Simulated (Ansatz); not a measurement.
# Is Ta(100) film of 2 layers a stable metal?, part 2 of 3

The plan: relax Ta(100) film of 2 layers, check its phonons, and, if the lattice is stable, compute its Eliashberg function and ρ(T).

Ansatz 0.2.0; DFT PBEsol, scalar-relativistic, plane waves, PAW; PAW set soft_1.

So far: Starting point; Rough relaxation.

### Step 3. Relaxation

Lattice constant and positions set the bands and the force constants, so the cell is relaxed first.

Input file input.yaml:

```yaml
crystal:
  lattice:
    - [2.6566607267, 0.0, 0.0]
    - [0.0, 2.6566607267, 0.0]
    - [0.0, 0.0, 27.1099997854]
  atoms:
    - { symbol: Ta, position: [0.0, 0.0, 0.1905578978] }
    - { symbol: Ta, position: [0.5, 0.5, 0.276244024] }
  periodic: [true, true, false]
kpoints:
  mp_grid: { grid: [12, 12, 1] }
hamiltonian:
  xc: pbesol
  pseudopotentials: { kind: paw, azcp: { folder: soft_1 }, xc_functional: pbe }
scf:
  occupations: { method: gaussian, width: 0.1 }
output:
  forces: true
  stress: true
  eigenvalues: true
  write_density: true
  write_potential: true
  elf: true
  volumetric_format: npy
relax:
  adjacent_minimum: "off"
  f_tol: 0.005
  max_steps: 80
  cell: { stress_2d_tol: 0.02 }
```

On the command line:

```console
$ ansatz run input.yaml --threads 8 --pin off --max-ram 20480MiB --backend cpu --events-out ev --progress --plain --runs-dir out
```

Numbers of over 12 decimals in the logs are rounded to 6 here.

Output:

```text
[the first part of the log is left out]
  E_xc         = -636.463918
  E_vxc        = -465.398354  (∫ρ·V_xc dr)
  E_paw        = -16362.493535  (= ΣΔE_a)
  E_vpaw       = -209.663106  (= ΣTr[D̂ρ^β])
  E_aug_tail   = 0.000193  (compensation charges beyond the density's cutoff)
  E_ewald      = 21921.597591
  E_core_change = 0.427426  (= ΣΔE_core)
  E_smearing   = -0.014998  (= −TS)
  E_closure    = 0.000000  (closes the sum)
  Σ components = -19612.154200   (vs F -19612.154200, Δ=0.00e0)
--- Forces (eV/Å), atoms counted from 1 ---
  atom   1  Ta     0.00000000     0.00000000     0.00092990
  atom   2  Ta     0.00000000     0.00000000    -0.00092990
  max |Σ_I F_I| component: 0.00e0 eV/Å
--- 2D stress c σ (N/m, compression-positive) ---
       -0.008678      -0.000000      -0.000000
       -0.000000      -0.008678       0.000000
       -0.000000       0.000000      -0.000000
  P = ½ c Tr σ = -0.0087 N/m
--- Band table (eV; the first three rows and the last of 28) ---
[...]
--- Relaxed structure (6 steps of the walk, 5 accepted, 1 SCFs on fresh bases) ---
[...]
cell:  # Å, volume = 204.6889 Å³
    - [2.682485, 0, 0]
    - [0, 2.682485, 0]
    - [0, 0, 28.445902]
  atoms:
    - { symbol: Ta, position: [0, 0, 0.183190] }
    - { symbol: Ta, position: [0.500000, 0.500000, 0.261690] }
```

It took 8.1 s on 8 threads of Arm Neoverse V2, shared host; peak memory 0.6 GiB.

Step by step:

```csv
step,energy less that of the first step (eV),largest force component (eV/Å),volume (Å³)
1,0.0000,0.3223,200.77
2,0.2134,2.3165,202.18
3,-0.0099,0.1436,201.42
4,-0.0143,0.0779,203.01
5,-0.0158,0.0060,204.93
6,-0.0158,0.0009,204.69
7,-0.0160,0.0009,204.69
```

The log counts 1 steps on a newly chosen plane-wave basis, not all of them marked here; energy and pressure can jump at such steps. Relaxation step 2 was tried and not accepted.

```csv
cell as run,before,after,change
a (Å),2.657,2.682,+1.0 %
b (Å),2.657,2.682,+1.0 %
```

The atoms that moved most (Å, along periodic axes as changes of fractional coordinates times the final cell, across vacuum about the mean position):

| atom | dx | dy | dz | length |
| --- | --- | --- | --- | --- |
| Ta1 | 0.000 | 0.000 | 0.045 | 0.045 |
| Ta2 | 0.000 | 0.000 | -0.045 | 0.045 |

The relaxed structure:

```xyz
2
Lattice="2.6825 0.0000 0.0000 0.0000 2.6825 0.0000 0.0000 0.0000 28.4459" Properties=species:S:1:pos:R:3
Ta    0.0000    0.0000    5.2110
Ta    1.3412    1.3412    7.4440
```

Valence density in the ca plane at fractional y = 0.000, with atoms of Ta within 0.2 Å of it. It is the smooth field of the valence electrons, not physical close to the nuclei.

Ten steps, logarithmic in the rise over the least value, from '0' (0.0 e/Å³) to '9' (4.5 e/Å³), each cell a mean:
```
00000000011479998544333221000000000000000000
00000000011368987544443321000000000000000000
00000000011246665444443321000000000000000000
00000000011234554444544321000000000000000000
00000000011245554444444321000000000000000000
00000000011357886444443321000000000000000000
00000000011379998544433221000000000000000000
00000000011489998544333221000000000000000000
```
Columns run along c (16.0 Å, from fractional 0.00 to 0.56 of the cell), rows up along a (2.7 Å). Atoms in or near the plane, at fractional coordinates: Ta at (0.18, 0.00).

ELF in the ca plane at fractional y = 0.000, with atoms of Ta within 0.2 Å of it. It is the smooth field of the valence electrons, not physical close to the nuclei.

Ten even steps from '0' (0.00) to '9' (0.72), each cell a mean:
```
00000000011289588357667898631000000000000000
00000000111149995366556777531000000000000000
00000001233335654565445665421000000000000000
00000001245554445775445565321000000000000000
00000001234434444665445665421000000000000000
00000000122237984465445676421000000000000000
00000000111169897356557887531000000000000000
00000000010288259357778998631000000000000000
```
Columns run along c (16.0 Å, from fractional 0.00 to 0.56 of the cell), rows up along a (2.7 Å). Atoms in or near the plane, at fractional coordinates: Ta at (0.18, 0.00).

Electrostatic potential energy in the ca plane at fractional y = 0.000, with atoms of Ta within 0.2 Å of it. With pseudopotentials it is smooth inside the atoms' cores, unlike the true potential.

Values in eV, 5 rows by 16 columns, each cell a mean:
```
  0   0   0  -3 -27 -48 -13  -4  -2   0   0   0   0   0   0   0
  0   0   0  -2 -12 -24  -7  -8  -4  -1   0   0   0   0   0   0
  0   0   0  -1  -7 -12  -5  -9  -5  -1   0   0   0   0   0   0
  0   0   0  -2 -17 -35  -9  -6  -3   0   0   0   0   0   0   0
  0   0   0  -3 -30 -49 -15  -3  -1   0   0   0   0   0   0   0
```
Columns run along c (16.0 Å, from fractional 0.00 to 0.56 of the cell; values clipped at the 3rd and 97th percentile), rows up along a (2.7 Å). Atoms in or near the plane, at fractional coordinates: Ta at (0.18, 0.00).

The relaxation ends with a largest force component of 9.3e-4 eV/Å.

### Step 4. Tight relaxation

Residual forces and stress shift phonon frequencies, so the cell is relaxed again, with tight thresholds and the mesh and smearing of this input.

input.yaml, the sections that differ from step 3:

```yaml
crystal:
  lattice:
    - [2.6824846238, 0.0, 0.0]
    - [0.0, 2.6824846238, 0.0]
    - [0.0, 0.0, 28.4459017258]
  atoms:
    - { symbol: Ta, position: [0.0, 0.0, 0.1831895091] }
    - { symbol: Ta, position: [0.5, 0.5, 0.2616900424] }
  periodic: [true, true, false]
scf:
  occupations: { method: methfessel_paxton, width: 0.2 }
relax:
  adjacent_minimum: "off"
  f_tol: 0.001
  max_steps: 60
  cell: { stress_2d_tol: 0.002 }
# kpoints, hamiltonian, output: as in step 3
```

Output:

```text
[the first part of the log is left out]
  E_xc         = -636.456727
  E_vxc        = -465.388370  (∫ρ·V_xc dr)
  E_paw        = -16362.493767  (= ΣΔE_a)
  E_vpaw       = -209.664774  (= ΣTr[D̂ρ^β])
  E_aug_tail   = 0.000194  (compensation charges beyond the density's cutoff)
  E_ewald      = 21896.309420
  E_core_change = 0.427426  (= ΣΔE_core)
  E_smearing   = -0.005099  (= −TS)
  E_closure    = -0.000000  (closes the sum)
  Σ components = -19612.147452   (vs F -19612.147452, Δ=0.00e0)
--- Forces (eV/Å), atoms counted from 1 ---
  atom   1  Ta     0.00000000     0.00000000    -0.00003356
  atom   2  Ta     0.00000000     0.00000000     0.00003356
  max |Σ_I F_I| component: 0.00e0 eV/Å
--- 2D stress c σ (N/m, compression-positive) ---
        0.001186       0.000000       0.000000
        0.000000       0.001186       0.000000
        0.000000       0.000000       0.000000
  P = ½ c Tr σ = 0.0012 N/m
--- Band table (eV; the first three rows and the last of 28) ---
[...]
--- Relaxed structure (5 steps of the walk, 4 accepted, 1 SCFs on fresh bases) ---
[...]
cell:  # Å, volume = 205.0143 Å³
    - [2.684616, 0, 0.0]
    - [0, 2.684616, 0.0]
    - [0.0, 0.0, 28.4459017258]
  atoms:
    - { symbol: Ta, position: [0.0, 0.0, 0.183294] }
    - { symbol: Ta, position: [0.5, 0.5, 0.261585] }
```

The job ended after 7.1 s (8 threads; peak memory 0.6 GiB).

Little changed from the start: no atom moved by 0.005 Å and no cell edge by 0.1 %.

Electrostatic potential energy in the ca plane at fractional y = 0.000, with atoms of Ta within 0.2 Å of it. With pseudopotentials it is smooth inside the atoms' cores, unlike the true potential.

Ten even steps from '0' (-49 eV) to '9' (0 eV), each cell a mean:
```
99999999999730001689999999999999999999999999
99999999999852014789889999999999999999999999
99999999999876557888888999999999999999999999
99999999999988778998878999999999999999999999
99999999999987678898888999999999999999999999
99999999999863235888888999999999999999999999
99999999999740002789999999999999999999999999
99999999998720001689999999999999999999999999
```
Columns run along c (16.0 Å, from fractional 0.00 to 0.56 of the cell; values clipped at the 3rd and 97th percentile), rows up along a (2.7 Å). Atoms in or near the plane, at fractional coordinates: Ta at (0.18, 0.00).

ELF in the ca plane at fractional y = 0.000, with atoms of Ta within 0.2 Å of it. It is the smooth field of the valence electrons, not physical close to the nuclei.

Ten even steps from '0' (0.00) to '9' (0.72), each cell a mean:
```
00000000011289588357667898631000000000000000
00000000111149995366556777521000000000000000
00000001233335654565445665421000000000000000
00000001245554445775445565320000000000000000
00000001234434444665445665421000000000000000
00000000122237984465445676421000000000000000
00000000111169897356557887531000000000000000
00000000010288259357778998631000000000000000
```
Columns run along c (16.0 Å, from fractional 0.00 to 0.56 of the cell), rows up along a (2.7 Å). Atoms in or near the plane, at fractional coordinates: Ta at (0.18, 0.00).

Valence density in the ca plane at fractional y = 0.000, with atoms of Ta within 0.2 Å of it. It is the smooth field of the valence electrons, not physical close to the nuclei.

Ten steps, logarithmic in the rise over the least value, from '0' (0.0 e/Å³) to '9' (4.5 e/Å³), each cell a mean:
```
00000000011379998544333221000000000000000000
00000000011368987544443221000000000000000000
00000000011246665444443321000000000000000000
00000000011234554444544321000000000000000000
00000000011245554444444321000000000000000000
00000000011357886444443321000000000000000000
00000000011379998544433221000000000000000000
00000000011489998544333221000000000000000000
```
Columns run along c (16.0 Å, from fractional 0.00 to 0.56 of the cell), rows up along a (2.7 Å). Atoms in or near the plane, at fractional coordinates: Ta at (0.18, 0.00).

### Step 5. Phonons: q 2×2×1, k 6×6×1

Before any scattering is computed, the phonons show whether the structure is a minimum.

input.yaml, the sections that differ from step 4:

```yaml
crystal:
  lattice:
    - [2.6846159873, 0.0, 0.0]
    - [0.0, 2.6846159873, 0.0]
    - [0.0, 0.0, 28.4459017258]
  atoms:
    - { symbol: Ta, position: [0.0, 0.0, 0.1832942297] }
    - { symbol: Ta, position: [0.5, 0.5, 0.2615853218] }
  periodic: [true, true, false]
kpoints:
  mp_grid: { grid: [6, 6, 1] }
output:
  eigenvalues: true
phonons:
  method: dfpt
  qmesh: [2, 2, 1]
  temperatures: { t_max: 1000, t_step: 50 }
  qpath:
    path: [[0.0, 0.0, 0.0], [0.0, 0.5, 0.0], [0.5, 0.5, 0.0], [0.0, 0.0, 0.0]]
    npoints: 10
# hamiltonian, scf: as in step 4
# relax: removed
```

Output:

```text
Warning: crystal.symmetry: narrowed to the stabiliser of the run's FFT grids — unitary ops 16 → 8. A phonons.method: dfpt run fills in the rows of the dynamical matrix that it does not solve by its symmetry operations, which is exact only for operations that map its FFT grids onto themselves: filled in by any other, the frequencies could depend on the order in which like atoms are typed, or, by more than the grids' own error, on where the crystal sits among the grids' points. Excluded: 8 operations. The run can therefore solve more perturbations, solve them on more k-points, or both, and cost more. [rest of the remark cut]
[...]
Crystal: 2 atoms, lattice volume = 205.014 Å³
Basis set: ecut = 420 eV, 4051 PW (Γ), exchange–correlation on 36×36×384 points (8 copies of the dense FFT grid, shifted against one another)
Bands: 17, of which v1, the nominal top of the filled ones, is band 13 counted from 1 (12 counted from 0)
Symmetry: 16 space group operations
k-points: 10 of 36 (irreducible under 8 space group operations)
[...]
SCF iter   1: F=—  HF=-19613.739815 eV  |F-HF|=—  |Δ(HF+E_count)|=         —  Δρ=2.95e-2  dr2=8.47e0  ethr=3.10e-3  ⟨swp⟩=11.2  Hψ=1464  notcnv=0
[...]
SCF iter  11: F=-19612.061620 eV  HF=-19612.061620 eV  |F-HF|=6.37e-10  |Δ(HF+E_count)|=   4.47e-9  S|Δr|=    0.00e0  Δρ=7.05e-8  dr2=7.96e-12  ethr=1.00e-12  ⟨swp⟩=17.0  Hψ=1810  notcnv=0
SCF 1 converged in 11 iterations: F = -19612.061620 eV  dr2 = 7.96e-12
[...]
NSCF: frozen V_eff on 10 k-points
[...]
DFPT response loops at q = (0, 0, 0) (fractional): preconditioner auto → none (partly filled bands, converged f_vac=0.744); β = 0.50; Broyden in place of MSR1
[...]
SCF converged after 11 iterations
Stability not checked: this state was not tested for a lower state beside it, because cold or Methfessel-Paxton smearing, or corrected tetrahedra, fill the levels in a way that the test cannot read (fill_not_monotonic; see scf.lower_state_search)
Free energy (F): -19612.061620 eV
[...]
Internal energy: -19612.052548 eV  (E = F + TS)
E sigma→0 (E₀):  -19612.059352 eV
Entropy (-TS):   -0.009072 eV (-4.536 meV/atom)
Fermi energy:    -4.729248 eV
[...]
--- Band table (eV; the first three rows and the last of 10) ---
  k-point 0: bands = [... 9 lower, -10.0602, -8.1416, -6.7568, -5.7594, -4.8813, -3.8585, -2.2821, -2.2821]
  k-point 1: bands = [... 9 lower, -9.2558, -7.2776, -6.0699, -5.9499, -4.7290, -4.2906, -2.7793, -2.1116]
  k-point 2: bands = [... 9 lower, -8.4394, -6.6668, -5.9366, -5.1294, -4.6914, -2.4049, -2.2537, -2.0899]
  k-point 9: bands = [... 9 lower, -9.1664, -7.3972, -7.3972, -3.1346, -3.1346, -1.6339, -1.6339, 1.8410]
--- Phonons (Γ-DFPT): 4 representative perturbations + reference (Σ response iterations 18) ---
  ASR residual: 4.959e-5 → 0.000e0 eV/Å²; symmetrization residual: 4.876e-6 eV/Å²
  The last average, over the group as it would stand without the narrowing to the FFT grids, took up to 4.441e-16 eV/Å² of the zone centre's force constants
  ASR residual per site (eV/Å²): 4.96e-5 4.90e-5
  Γ frequencies (cm⁻¹): 0.00 0.00 0.00 61.24 61.24 120.43
--- Phonons (arbitrary-q DFPT): 3 irreducible q on the 2×2×1 mesh ---
  q = [0.0000, 0.0000, 0.0000] (star 1, of the zone-centre solve; hermiticity 2.02e-6, symmetrization 1.02e-12, taken by the last average 4.60e-17): -0.00 0.00 0.00 61.24 61.24 120.43
  q = [0.0000, -0.5000, 0.0000] (star 2, 6 solved perturbations on 16 of 36 k-point pairs; hermiticity 3.22e-6, symmetrization 1.32e-9, taken by the last average 4.54e-9): -53.85 -53.85 78.90 78.90 208.12 208.12
  q = [-0.5000, -0.5000, 0.0000] (star 1, 4 solved perturbations in 52 linear systems a pass and spin channel, the states on 16 of 36 k-point pairs; hermiticity 2.76e-7, symmetrization 3.39e-9, taken by the last average 2.31e-8): 139.92 139.92 202.82 202.82 211.91 211.91
  sum rule: each row above includes the acoustic sum rule's correction from the zone centre's row sums; it moved no ω² by more than (0.27 cm⁻¹)²
  mesh force constants: q→R imaginary residual 5.68e-18; ASR residual 4.959e-5 → 0.000e0 eV/Å²; symmetrization residual 1.066e-14 eV/Å²
  interpolated dispersion: 31 rows × 6 modes
  density of states and harmonic sums: on the 24×24×1 q-mesh, interpolated from the force constants of a 2×2×1 supercell (no non-analytic term)
  largest difference from the sums on the solved wave vectors: F 3.04e-1 eV, S 4.27e-4 and C_V 1.23e-4 eV/K
  zero-point energy: 0.043866 eV/cell   skipped modes (ω ≤ 0): 37, of them read as no rigid motion or as one in doubt: 34 (3.194e-1 modes/cell left out, lowest -55.36 cm⁻¹)   left out of the sums: 5.41e-2 of the cell's modes: C_V's classical limit lies that fraction below 3 k_B per atom; for a crystal, a wire or a layer, F and S can be off by more, and a phonons.interpolated_qmesh denser along its periods is the remedy for the sampling
```

The job ended after 12 s (8 threads; peak memory 0.76 GiB).

In the SCF lines HF is the Harris–Foulkes energy and dr2 the Hartree energy of the density residual, in eV; the loop may stop once dr2 is under the threshold and the program's other checks hold. Hψ counts applications of the Hamiltonian.

Numbers from this step:

```
share of imaginary modes in the plain interpolation between solved wavevectors : 0.0544
highest frequency, solved or plainly interpolated                              : 211.9 cm⁻¹
```

Solved on the 2×2×1 mesh alone; all other wavevectors are interpolated. Phonon branches along the path, in cm⁻¹:

```csv
point,branch 1,branch 2,branch 3,branch 4,branch 5,branch 6
Γ,0,0,0,61,61,120
halfway,-43,28,38,106,148,155
X,-54,-54,79,79,208,208
halfway,113,113,141,141,208,208
M,140,140,203,203,212,212
halfway,77,113,139,148,149,152
Γ,0,0,0,61,61,120
```

The phonon branches as a text plot (rows in cm⁻¹):

```
    206 |              *************************
    195 |            **               *    *****
    184 |           *               **          **
    173 |         **                              **
    162 |                         **              **
    151 |       **                                  ***
    139 |                        *    *******       ***
    128 |      *                    **       *****     **
    117 |******                *****            *****************
    106 |    *******           **                      ****
     95 |    **     ***       *                   **
     84 |  **          ********                          *****
     73 | *            **                           ***       **
     61 |****        **                                    ***  *
     50 |    **   ***                                  **
     39 |      ***          **                           **
     28 | *    ***                                            **
     17 |    **                                            ***
      6 |  **
     -5 |**                                                   ***
    -17 |  **     **
    -28 |    **     *
    -39 |      ***   **   **
    -50 |         ********
         Γ               X               M                      Γ
```

Lowest modes at the softest wavevector of the mesh. Modes at q = (0.500, 0.000, 0.000) (negative means imaginary):

```
mode  frequency (cm⁻¹)
   1             -53.8
   2             -53.8
   3              78.9
   4              78.9
   5             208.1
   6             208.1
```

Displacements in mode 1 (-53.8 cm⁻¹), the largest set to 1, in the home cell:
```
Ta1 0.00 1.00 0.00
Ta2 0.00 0.00 0.00
```

Displacements in mode 5 (208.1 cm⁻¹), the largest set to 1, in the home cell:
```
Ta1  1.00  0.00  0.00
Ta2  0.00  0.00 -0.11
```

Among the solved wavevectors the lowest mode, translations apart, is -53.8 cm⁻¹, imaginary.

(Part 2 of 3 ends here.)

[Logs are printed without paths, hosts, clocks, repeated set-up lines and the standing remarks that a program may print on its own settings, such as how far it seeks lower states.]

[Hosts, paths, dates, database ids (printed as entryN), source tags and the programs' standing remarks are cut or masked in the printed files.]
